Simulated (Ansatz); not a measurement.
# CO on Re(0001): change of the work function, part 3 of 4

Wanted: Δφ(θ) for CO/Re(0001), starting from the hcp site.

Ansatz 0.2.0; plane-wave DFT, PBE, Ansatz PAW (the session's first sound run).

So far, work function, upper face (eV): step 2 (the clean slab) 4.98; step 3 (38 atoms, coverage 0.111 ML, cell 3x3) 5.44.

## 4. Adsorbate added, k-mesh 6×6×1, coverage 0.25 ML

System of this step: CO/Re(0001). The cell holds 18 atoms: 16 Re, 1 C and 1 O. Cell: a = 5.520 Å, b = 5.520 Å, c = 27.444 Å, α = 90.0°, β = 90.0°, γ = 60.0°. Vacuum lies along c.

Another coverage, to see how the dipoles act on each other as their distance changes.

input.yaml reads:

```yaml
crystal:
  lattice:
    - [5.5199999999, 0.0, 0.0]
    - [2.76, 4.7804602288, 0.0]
    - [0.0, 0.0, 27.4437457879]
  atoms:
    - { symbol: Re, position: [0.3333333333, 0.3333333333, 0.3279435712] }
    - { symbol: Re, position: [0.0, 0.0, 0.4091533309] }
    - { symbol: Re, position: [0.3333333333, 0.3333333333, 0.4938417142] }
    - { symbol: Re, position: [0.0, 0.0, 0.5708787624] }
    - { symbol: Re, position: [0.3333333333, 0.8333333333, 0.3279435712] }
    - { symbol: Re, position: [0.0, 0.5, 0.4091533309] }
    - { symbol: Re, position: [0.3333333333, 0.8333333333, 0.4938417142] }
    - { symbol: Re, position: [0.0, 0.5, 0.5708787624] }
    - { symbol: Re, position: [0.8333333333, 0.3333333333, 0.3279435712] }
    - { symbol: Re, position: [0.5, 0.0, 0.4091533309] }
    - { symbol: Re, position: [0.8333333333, 0.3333333333, 0.4938417142] }
    - { symbol: Re, position: [0.5, 0.0, 0.5708787624] }
    - { symbol: Re, position: [0.8333333333, 0.8333333333, 0.3279435712] }
    - { symbol: Re, position: [0.5, 0.5, 0.4091533309] }
    - { symbol: Re, position: [0.8333333333, 0.8333333333, 0.4938417142] }
    - { symbol: Re, position: [0.5, 0.5, 0.5708787624] }
    - { symbol: C, position: [0.3333333333, 0.3333333333, 0.6297881463] }
    - { symbol: O, position: [0.3333333333, 0.3333333333, 0.6720564288] }
kpoints:
  mp_grid: { grid: [6, 6, 1] }
hamiltonian:
  xc: pbe
scf:
  occupations: { method: fermi_dirac, width: 0.1 }
  convergence: { dr2_threshold: 1.0e-08 }
efield:
  axis: 3
  dipole_correction: true
  ramp_position: 0.97
  ramp_width: 0.06
relax:
  f_tol: 0.02
  max_steps: 60
  constraints: [{ sites: [0, 1, 4, 5, 8, 9, 12, 13] }]
output:
  bader: true
  dos: { projected: true, e_range: [-8, 4] }
  write_potential: true
  write_density: true
  volumetric_format: npy
  elf: true
```

The run is started by

```sh
> ansatz run input.yaml --threads 4 --pin off --max-ram 12288MiB --backend cpu --events-out ev --progress --plain --runs-dir out
```

Numbers of over 12 decimals in the logs are rounded to 6 here.

Output:

```text
[...]
Crystal: 18 atoms, lattice volume = 724.189 Å³
Basis set: ecut = 420 eV, 14125 PW (Γ), exchange–correlation on 80×80×384 points (8 copies of the dense FFT grid, shifted against one another)
Bands: 150, of which v1, the nominal top of the filled ones, is band 125 counted from 1 (124 counted from 0)
Symmetry: 6 space group operations
[...]
k-points: 7 of 36 (time reversal used)
[...]
SCF iter   1: F=—  HF=-174698.757229 eV  |F-HF|=—  |Δ(HF+E_count)|=         —  Δρ=1.02e-2  dr2=4.32e0  ethr=1.77e-3  p=-0.204 e·Å  D=-5.09e-2 V/Å  ΔV_dip=1.40 eV  dr2_dipole=1.12e0  V_vac-E_F(+/−)=6.45/5.05 eV  ⟨swp⟩=9.0  Hψ=5195  notcnv=0  defer=1
[...]
SCF iter  10: F=-174698.525894 eV  HF=-174698.525894 eV  |F-HF|=2.36e-8  |Δ(HF+E_count)|=   1.07e-7  Δρ=6.03e-7  dr2=7.68e-9  ethr=4.00e-12  p=-0.073 e·Å  D=-1.83e-2 V/Å  ΔV_dip=0.50 eV  dr2_dipole=8.21e-10  V_vac-E_F(+/−)=5.60/5.09 eV  ⟨swp⟩=14.0  Hψ=7878  notcnv=0
SCF 1 converged in 10 iterations: F = -174698.525894 eV  dr2 = 7.68e-9
[...]
relax step   1: F+E_penalty+E_count = -174698.52589427 eV  Δ(F+E_penalty+E_count) = +0.000e0 eV  max|allowed force component| = 3.190e0 eV/Å  Δτ_max = 0.0000 Å  (10 SCF iters, accepted)
[...]
SCF iter  10: F=-174698.607969 eV  HF=-174698.607969 eV  |F-HF|=6.30e-8  |Δ(HF+E_count)|=   2.54e-7  Δρ=7.33e-7  dr2=9.10e-9  ethr=4.00e-12  p=-0.103 e·Å  D=-2.57e-2 V/Å  ΔV_dip=0.71 eV  dr2_dipole=1.48e-10  V_vac-E_F(+/−)=5.81/5.11 eV  ⟨swp⟩=11.3  Hψ=8338  notcnv=0
SCF 2 converged in 10 iterations: F = -174698.607969 eV  dr2 = 9.10e-9
[...]
relax step   2: F+E_penalty+E_count = -174698.60796865 eV  Δ(F+E_penalty+E_count) = -8.207e-2 eV  max|allowed force component| = 1.800e0 eV/Å  Δτ_max = 0.1084 Å  (10 SCF iters, accepted)
SCF iter   1: F=—  HF=-174698.788144 eV  |F-HF|=—  |Δ(HF+E_count)|=         —  Δρ=4.51e-3  dr2=2.36e-1  ethr=1.75e-3  p=-0.103 e·Å  D=-2.57e-2 V/Å  ΔV_dip=0.71 eV  dr2_dipole=7.60e-3  V_vac-E_F(+/−)=5.83/5.12 eV  ⟨swp⟩=3.9  Hψ=2126  notcnv=0  defer=5
[...]
SCF iter   9: F=-174698.750459 eV  HF=-174698.750459 eV  |F-HF|=4.31e-8  |Δ(HF+E_count)|=   5.42e-8  Δρ=8.14e-7  dr2=8.13e-9  ethr=4.00e-12  p=-0.118 e·Å  D=-2.94e-2 V/Å  ΔV_dip=0.81 eV  dr2_dipole=7.38e-10  V_vac-E_F(+/−)=5.91/5.10 eV  ⟨swp⟩=13.3  Hψ=8167  notcnv=0
SCF 3 converged in 9 iterations: F = -174698.750459 eV  dr2 = 8.13e-9
relax step   3: F+E_penalty+E_count = -174698.75045930 eV  Δ(F+E_penalty+E_count) = -1.425e-1 eV  max|allowed force component| = 3.582e-1 eV/Å  Δτ_max = 0.0593 Å  (9 SCF iters, accepted)
[...]
relax step   4: F+E_penalty+E_count = -174698.75386315 eV  Δ(F+E_penalty+E_count) = -3.404e-3 eV  max|allowed force component| = 1.146e-1 eV/Å  Δτ_max = 0.0168 Å  (8 SCF iters, accepted)
SCF iter   1: F=—  HF=-174698.752741 eV  |F-HF|=—  |Δ(HF+E_count)|=         —  Δρ=2.05e-4  dr2=1.23e-3  ethr=8.93e-6  p=-0.122 e·Å  D=-3.04e-2 V/Å  ΔV_dip=0.83 eV  dr2_dipole=9.48e-5  V_vac-E_F(+/−)=5.94/5.10 eV  ⟨swp⟩=2.0  Hψ=1518  notcnv=0  defer=1
[...]
SCF iter   7: F=-174698.754113 eV  HF=-174698.754113 eV  |F-HF|=2.93e-8  |Δ(HF+E_count)|=   1.42e-7  Δρ=3.52e-7  dr2=1.79e-9  ethr=4.00e-12  p=-0.123 e·Å  D=-3.06e-2 V/Å  ΔV_dip=0.84 eV  dr2_dipole=1.25e-10  V_vac-E_F(+/−)=5.94/5.10 eV  ⟨swp⟩=11.1  Hψ=7434  notcnv=0
SCF 5 converged in 7 iterations: F = -174698.754113 eV  dr2 = 1.79e-9
relax step   5: F+E_penalty+E_count = -174698.75411349 eV  Δ(F+E_penalty+E_count) = -2.503e-4 eV  max|allowed force component| = 1.008e-2 eV/Å  Δτ_max = 0.0030 Å  (7 SCF iters, accepted)
[...]
WARN: The output density's exchange-correlation potential varies sharply where the density is thin. Do not read a vacuum level from v_tot or v_xc, or from such a field of the output density. On a cell that repeats whose density bears no net charge and no dipole along the vacuum's axis use v_es (v_loc + v_h of the components); under efield.dipole_correction with no amplitude use v_es + v_field, which holds any externa [...]
SCF converged after 7 iterations
Free energy (F): -174698.754113 eV
[...]
Internal energy: -174698.355335 eV  (E = F + TS)
E sigma→0 (E₀):  -174698.554724 eV
Entropy (-TS):   -0.398778 eV (-22.154 meV/atom)
Fermi energy:    4.439416 eV
Dipole field:    D = -0.030621 V/Å  (p = -0.122548 e·Å, saw-weighted, corrected)
Work function:   Φ+ = 5.9431 eV   Φ− = 5.1027 eV
[...]
--- Forces (eV/Å), atoms counted from 1 ---
  atom   1  Re     0.00000000     0.00000000     1.07951087
  atom   2  Re    -0.00000000    -0.00000000    -1.00817511
  atom   3  Re    -0.00000000     0.00000000     0.00150556
  atom   4  Re    -0.00000000    -0.00000000    -0.00792362
  atom   5  Re     0.00682484    -0.00394032     1.23257910
  atom   6  Re     0.08238777    -0.04756660    -1.25634482
  atom   7  Re    -0.00193696     0.00111830    -0.00305578
  atom   8  Re     0.00705634    -0.00407398     0.00311545
  atom   9  Re     0.00000000     0.00788064     1.23257910
  atom  10  Re     0.00000000     0.09513320    -1.25634482
  atom  11  Re    -0.00000000    -0.00223661    -0.00305578
  atom  12  Re     0.00000000     0.00814796     0.00311545
  atom  13  Re    -0.00682484    -0.00394032     1.23257910
  atom  14  Re    -0.08238777    -0.04756660    -1.25634482
  atom  15  Re     0.00193696     0.00111830    -0.00305578
  atom  16  Re    -0.00705634    -0.00407398     0.00311545
  atom  17  C      0.00000000     0.00000000    -0.00387109
  atom  18  O      0.00000000    -0.00000000     0.01008236
  max |Σ_I F_I| component: 1.08e-5 eV/Å
--- Band table (eV; the first three rows and the last of 7) ---
  k-point 0: bands = [... 121 lower, 4.8664, 4.8664, 5.0609, 5.1803, 5.1803, 5.6416, 5.6416, 5.9714, ... 21 higher]
  k-point 1: bands = [... 121 lower, 4.4243, 4.4926, 4.5611, 4.9470, 4.9738, 5.2419, 5.3384, 5.3876, ... 21 higher]
  k-point 2: bands = [... 121 lower, 3.9731, 3.9821, 4.0114, 4.0300, 4.1511, 4.2704, 4.7862, 4.8235, ... 21 higher]
  k-point 6: bands = [... 121 lower, 4.0746, 4.0870, 4.2356, 4.4697, 4.5761, 4.6272, 4.6709, 4.7960, ... 21 higher]
--- Relaxed structure (5 steps of the walk, 5 accepted, 0 SCFs on fresh bases) ---
  F+E_penalty+E_count = -174698.75411349 eV   max|allowed force component| = 1.008e-2 eV/Å
  atoms:
    - { symbol: Re, position: [0.333333, 0.333333, 0.327944] }
    - { symbol: Re, position: [6.1679056930800195e-18, 6.1679056930800195e-18, 0.409153] }
    - { symbol: Re, position: [0.333333, 0.333333, 0.495096] }
    - { symbol: Re, position: [4.866123208634564e-18, 6.003709286062409e-18, 0.569333] }
    - { symbol: Re, position: [0.333333, 0.833333, 0.327944] }
    - { symbol: Re, position: [-5.551115123125783e-17, 0.5, 0.409153] }
    - { symbol: Re, position: [0.332263, 0.833868, 0.493065] }
    - { symbol: Re, position: [-0.00800166, 0.504001, 0.572013] }
    - { symbol: Re, position: [0.833333, 0.333333, 0.327944] }
    - { symbol: Re, position: [0.5, 6.167905693483916e-18, 0.409153] }
    - { symbol: Re, position: [0.833868, 0.332263, 0.493065] }
    - { symbol: Re, position: [0.504001, -0.00800166, 0.572013] }
    - { symbol: Re, position: [0.833333, 0.833333, 0.327944] }
    - { symbol: Re, position: [0.5, 0.5, 0.409153] }
    - { symbol: Re, position: [0.833868, 0.833868, 0.493065] }
    - { symbol: Re, position: [0.504001, 0.504001, 0.572013] }
    - { symbol: C, position: [0.333333, 0.333333, 0.624340] }
    - { symbol: O, position: [0.333333, 0.333333, 0.668092] }
--- Bader charges: 18 sites ---
  site symbol  charge [e]  shift [e]
     0     Re     -0.0680     0.0001
     1     Re      0.0480     0.0001
     2     Re      0.0963     0.0003
     3     Re      0.0194     0.0002
     4     Re     -0.0665     0.0001
     5     Re      0.0580     0.0001
     6     Re      0.0796     0.0002
     7     Re      0.1032     0.0009
     8     Re     -0.0665     0.0001
     9     Re      0.0579     0.0001
    10     Re      0.0796     0.0002
    11     Re      0.1032     0.0009
    12     Re     -0.0666     0.0001
    13     Re      0.0579     0.0001
    14     Re      0.0796     0.0002
    15     Re      0.1032     0.0009
    16      C      0.3848     0.0015
    17      O     -1.0032     0.0035
  estimated error of the sums over rays = 5.1e-4 e
```

Run time: 2.8 min. Hardware: 4 threads of Arm Neoverse V1, shared host; peak memory 2.6 GiB.

Relaxation path:

| step | energy less that of the first step (eV) | largest force component (eV/Å) |
| --- | --- | --- |
| 1 | 0.0000 | 3.1899 |
| 2 | -0.0821 | 1.8002 |
| 3 | -0.2246 | 0.3582 |
| 4 | -0.2280 | 0.1146 |
| 5 | -0.2282 | 0.0101 |

Forces are held to the 6 operations that the run works with; a distortion that breaks them can't arise in this run.

The atoms that moved most (Å):

| atom | dx | dy | dz | length |
| --- | --- | --- | --- | --- |
| C17 | 0.000 | 0.000 | -0.150 | 0.150 |
| O18 | 0.000 | 0.000 | -0.109 | 0.109 |
| Re8 | -0.033 | 0.019 | 0.031 | 0.049 |
| Re16 | 0.033 | 0.019 | 0.031 | 0.049 |
| Re12 | 0.000 | -0.038 | 0.031 | 0.049 |
| Re4 | 0.000 | 0.000 | -0.042 | 0.042 |
| Re3 | 0.000 | 0.000 | 0.034 | 0.034 |
| Re15 | 0.004 | 0.003 | -0.021 | 0.022 |

The relaxed structure:

```xyz
18
Lattice="5.5200 0.0000 0.0000 2.7600 4.7805 0.0000 0.0000 0.0000 27.4437" Properties=species:S:1:pos:R:3
Re    2.7600    1.5935    9.0000
Re    0.0000    0.0000   11.2287
Re    2.7600    1.5935   13.5873
Re    0.0000    0.0000   15.6246
Re    4.1400    3.9837    9.0000
Re    1.3800    2.3902   11.2287
Re    4.1356    3.9863   13.5316
Re    1.3469    2.4094   15.6982
Re    5.5200    1.5935    9.0000
Re    2.7600    0.0000   11.2287
Re    5.5200    1.5884   13.5316
Re    2.7600   -0.0383   15.6982
Re    6.9000    3.9837    9.0000
Re    4.1400    2.3902   11.2287
Re    6.9044    3.9863   13.5316
Re    4.1731    2.4094   15.6982
C     2.7600    1.5935   17.1342
O     2.7600    1.5935   18.3349
```

Numbers from this step:

```
energy at zero smearing        : -174698.5547 eV
work function, upper face      : 5.943 eV
work function, lower face      : 5.103 eV
dipole along the normal        : -0.1225 e·Å
step between the vacuum levels : 0.8403 eV
```

The density of states has structure finer than the step of the table below, so its rows give means over 0.5 eV, whole bins alone (the curve runs from -8 to 1.98 eV). Peaks (eV: height): -6.74: 65.9, -3.25: 38.2, -2.47: 37.8, -1.62: 34.6, -1.47: 37.3, -0.36: 61.1, 0.33: 35.3.

The density of states by energy, zero at the Fermi level; means over each step:

| energy (eV) | density of states (states/eV a cell) |
| --- | --- |
| -7.5 | 2.51 |
| -7.0 | 5.75 |
| -6.5 | 12.6 |
| -6.0 | 9.77 |
| -5.5 | 14.4 |
| -5.0 | 16.7 |
| -4.5 | 14.6 |
| -4.0 | 15.9 |
| -3.5 | 14.4 |
| -3.0 | 13.2 |
| -2.5 | 18.7 |
| -2.0 | 19.7 |
| -1.5 | 27.5 |
| -1.0 | 22.9 |
| -0.5 | 22.9 |
| 0.0 | 11.0 |
| 0.5 | 12.5 |
| 1.0 | 14.3 |
| 1.5 | 14.0 |

Projected DOS per atom over height of the atomic layer and energy from the Fermi level. Layers: Re4 Re4 Re4 Re4 C O from below.

Ten even steps from '_' (0.03 states/eV) to '@' (2.42 states/eV), each cell a mean:
```
==------____
--::::::____
==::::--____
--::::::....
--::::::__..
**++====____
**====++__..
%%++++##__..
++----++__..
**++==++__..
..::::::____
======--____
--==----____
----==--____
::--==--__..
--====--__..
::====::..::
..----......
__......@@@@
______..--@@
__________..
____________
```
Columns: height of the atomic layer (Å) from 9 to 18.3 (not evenly spaced); rows upwards: energy from the Fermi level (eV) from -7.96 to 1.95.

Electrostatic potential energy in the ca plane at fractional y = 0.332, with atoms of Re and C and O within 0.2 Å of it. With pseudopotentials it is smooth inside the atoms' cores, unlike the true potential.

Values in eV, 8 rows by 16 columns, each cell a mean:
```
-11   0   2 -31 -36   1   1   7   9  10  10  10  10  10  10  10
-17   3   3 -39 -44   1   4   8   9  10  10  10  10  10  10  10
 -1 -10  -2  -9 -11  -3  -9   6   9  10  10  10  10  10  10  10
  2 -17  -5   1  -2  -5 -15   3   8  10  10  10  10  10  10  10
-11   0   2 -28 -39   0  -1 -25 -21  -1  10  10  10  10  10  10
-17   3   4 -36 -47   1   1 -40 -37  -8  10  10  10  10  10  10
 -1 -10  -2  -7 -13  -2  -8   0   4   9  10  10  10  10  10  10
  2 -17  -5   0  -1  -5 -15   5   9  10  10  10  10  10  10  10
```
Columns run along c (16.0 Å, from fractional 0.35 to 0.94 of the cell; values clipped at the 3rd and 97th percentile), rows up along a (5.5 Å). Atoms in or near the plane, at fractional coordinates: Re at (0.50, 0.33), Re at (0.49, 0.83), C at (0.62, 0.33), O at (0.67, 0.33).

ELF in the ca plane at fractional y = 0.332, with atoms of Re and C and O within 0.2 Å of it. It is the smooth field of the valence electrons, not physical close to the nuclei.

Ten even steps from '0' (0.00) to '9' (0.87), each cell a mean:
```
43433334346753433333320000000000000000000000
63443454377674344455531000000000000000000000
63443454376584344566531000000000000000000000
53433344357763443344421000000000000000000000
34323333334533433332210000000000000000000000
34234423433334324432210011100000000000000000
34234422333334334433431245310000000000000000
34433333334533433236765688731000000000000000
53433344357774443248758889852000000000000000
63444454377585343358338659962000000000000000
63443444367674343258548779962000000000000000
43433334336753432237866899741000000000000000
34324423333333433324543467520000000000000000
44235422444444324432210123210000000000000000
34334423333334433432210000000000000000000000
```
Columns run along c (16.0 Å, from fractional 0.35 to 0.94 of the cell), rows up along a (5.5 Å). Atoms in or near the plane, at fractional coordinates: Re at (0.50, 0.33), Re at (0.49, 0.83), C at (0.62, 0.33), O at (0.67, 0.33).

Valence density in the ca plane at fractional y = 0.332, with atoms of Re and C and O within 0.2 Å of it. It is the smooth field of the valence electrons, not physical close to the nuclei.

Ten even steps from '0' (0.0 e/Å³) to '9' (6.8 e/Å³), each cell a mean:
```
24420000000013541000000000000000000000000000
59951000000027983000000000000000000000000000
69961000000038994100000000000000000000000000
37741000000015762000000000000000000000000000
12210001100001210000110000000000000000000000
00000001210000000001210000000000000000000000
00000001210000000001210000000000000000000000
12210001100001221000100000000000000000000000
37741000000015773000001112244100000000000000
69961000000027995100001223598200000000000000
59951000000026984100001222476200000000000000
24420000000012441000000111121000000000000000
01100001110000110001110000000000000000000000
00000012210000000001210000000000000000000000
01100001110000100001110000000000000000000000
```
Columns run along c (16.0 Å, from fractional 0.31 to 0.89 of the cell), rows up along a (5.5 Å). Atoms in or near the plane, at fractional coordinates: Re at (0.33, 0.33), Re at (0.50, 0.33), Re at (0.33, 0.83), Re at (0.49, 0.83), C at (0.62, 0.33), O at (0.67, 0.33).

The relaxation took 5 steps and lowered the energy by 0.23 eV; the largest force on the free atoms ends at 0.010 eV/Å.

By hand: a sheet of dipoles makes a step −p/(ε₀A) in the electron's potential. With e/ε₀ = 180.95 V·Å, p = -0.1225 e·Å and A = 26.39 Å², that is −180.95 × (-0.1225) / 26.39 = +0.840 eV, and the two vacuum levels of the run differ by +0.840 eV.

The covered face has 5.94 eV, +0.97 eV against the clean one; the bare back face has moved by -0.03 eV, a measure of how thin the slab is.

## 5. The covered slab, k-mesh 6×6×1, coverage 0.5 ML

System of this step: CO/Re(0001). The cell holds 20 atoms: 16 Re, 2 C and 2 O. Its edges and angles: a = 5.520 Å, b = 5.520 Å, c = 27.444 Å, α = 90.0°, β = 90.0°, γ = 60.0°. Vacuum lies along c.

Another coverage, to see how the dipoles act on each other as their distance changes.

input.yaml, as its differences from that of step 4:

```diff
@@ -23,3 +23,5 @@
     - { symbol: C, position: [0.3333333333, 0.3333333333, 0.6297881463] }
+    - { symbol: C, position: [0.8333333333, 0.3333333333, 0.6297881463] }
     - { symbol: O, position: [0.3333333333, 0.3333333333, 0.6720564288] }
+    - { symbol: O, position: [0.8333333333, 0.3333333333, 0.6720564288] }
 kpoints:
@@ -46,2 +48 @@
   volumetric_format: npy
-  elf: true
```

Output:

```text
[...]
Crystal: 20 atoms, lattice volume = 724.189 Å³
Basis set: ecut = 420 eV, 14125 PW (Γ), exchange–correlation on 80×80×384 points (8 copies of the dense FFT grid, shifted against one another)
Bands: 156, of which v1, the nominal top of the filled ones, is band 130 counted from 1 (129 counted from 0)
Symmetry: 4 space group operations
[...]
2     Re      0.0716     0.0001
     3     Re      0.1188     0.0001
     4     Re     -0.0662     0.0001
     5     Re      0.0593     0.0001
     6     Re      0.0753     0.0001
     7     Re      0.2813     0.0019
[...]
16      C      0.4825     0.0025
    17      C      0.4825     0.0025
    18      O     -1.0035     0.0041
    19      O     -1.0035     0.0041
  estimated error of the sums over rays = 7.9e-4 e
[key lines of the parts left out:]
SCF converged after 6 iterations
Free energy (F): -175516.723988 eV
Fermi energy:    4.545485 eV
Dipole field:    D = -0.050449 V/Å  (p = -0.201904 e·Å, saw-weighted, corrected)
Work function:   Φ+ = 6.4686 eV   Φ− = 5.0841 eV
```

Run time: 11 min. Hardware: 4 threads; peak memory 3.1 GiB.

Step by step:

| step | energy less that of the first step (eV) | largest force component (eV/Å) |
| --- | --- | --- |
| 1 | 0.0000 | 2.7752 |
| 2 | -0.3402 | 0.7309 |
| 3 | -0.4735 | 0.9288 |
| 4 | -0.5598 | 1.4626 |
| 5 | -0.6051 | 1.1087 |
| 6 | -0.6284 | 0.0907 |
| 7 | -0.6282 | 0.1463 |
| 8 | -0.6302 | 0.0310 |
| 9 | -0.6355 | 0.0461 |
| 10 | -0.6360 | 0.2597 |
| 11 | -0.6374 | 0.0256 |
| 12 | -0.6377 | 0.0213 |
| 13 | -0.6378 | 0.0253 |
| 14 | -0.6378 | 0.0074 |

Relaxation step 7 was tried and not accepted.

Forces are held to the 4 operations that the run works with; a distortion that breaks them can't arise in this run.

The atoms that moved most (Å):

| atom | dx | dy | dz | length |
| --- | --- | --- | --- | --- |
| O20 | 0.000 | -0.364 | -0.113 | 0.381 |
| O19 | 0.000 | -0.364 | -0.113 | 0.381 |
| C17 | 0.000 | 0.123 | -0.041 | 0.129 |
| C18 | 0.000 | 0.123 | -0.041 | 0.129 |
| Re8 | 0.000 | 0.014 | 0.109 | 0.110 |
| Re16 | 0.000 | 0.014 | 0.109 | 0.110 |
| Re12 | 0.000 | -0.029 | -0.056 | 0.063 |
| Re4 | 0.000 | -0.029 | -0.056 | 0.063 |

Final coordinates:

```xyz
20
Lattice="5.5200 0.0000 0.0000 2.7600 4.7805 0.0000 0.0000 0.0000 27.4437" Properties=species:S:1:pos:R:3
Re    2.7600    1.5935    9.0000
Re    0.0000    0.0000   11.2287
Re    2.7600    1.5964   13.5618
Re    0.0000   -0.0295   15.6110
Re    4.1400    3.9837    9.0000
Re    1.3800    2.3902   11.2287
Re    4.1400    3.9766   13.5098
Re    1.3800    2.4038   15.7765
Re    5.5200    1.5935    9.0000
Re    2.7600    0.0000   11.2287
Re    5.5200    1.5964   13.5618
Re    2.7600   -0.0295   15.6110
Re    6.9000    3.9837    9.0000
Re    4.1400    2.3902   11.2287
Re    6.9000    3.9766   13.5098
Re    4.1400    2.4038   15.7765
C     2.7600    1.7161   17.2426
C     5.5200    1.7161   17.2426
O     2.7600    1.2291   18.3312
O     5.5200    1.2291   18.3312
```

The relaxation took 14 steps and lowered the energy by 0.64 eV; the largest force on the free atoms ends at 0.0074 eV/Å.

The covered face has 6.47 eV, +1.49 eV against the clean one; the bare back face has moved by -0.04 eV, a measure of how thin the slab is.

[end of part 3 of 4]

[Logs are printed without paths, hosts, clocks, repeated set-up lines and the standing remarks that a program may print on its own settings, such as how far it seeks lower states.]

[Hosts, paths, dates, database ids (printed as entryN), source tags and the programs' standing remarks are cut or masked in the printed files.]

[Maps of the electrostatic potential energy from Ansatz leave out the sawtooth potential of an applied field or a dipole correction, so their vacuum need not be flat; planar profiles and work functions include it.]

[The density of states shown here was stored with 400 of the rows of the run's finer table, so its peaks can read low, often by over a quarter, or be missed, and its means over a window can be off by a tenth or more.]
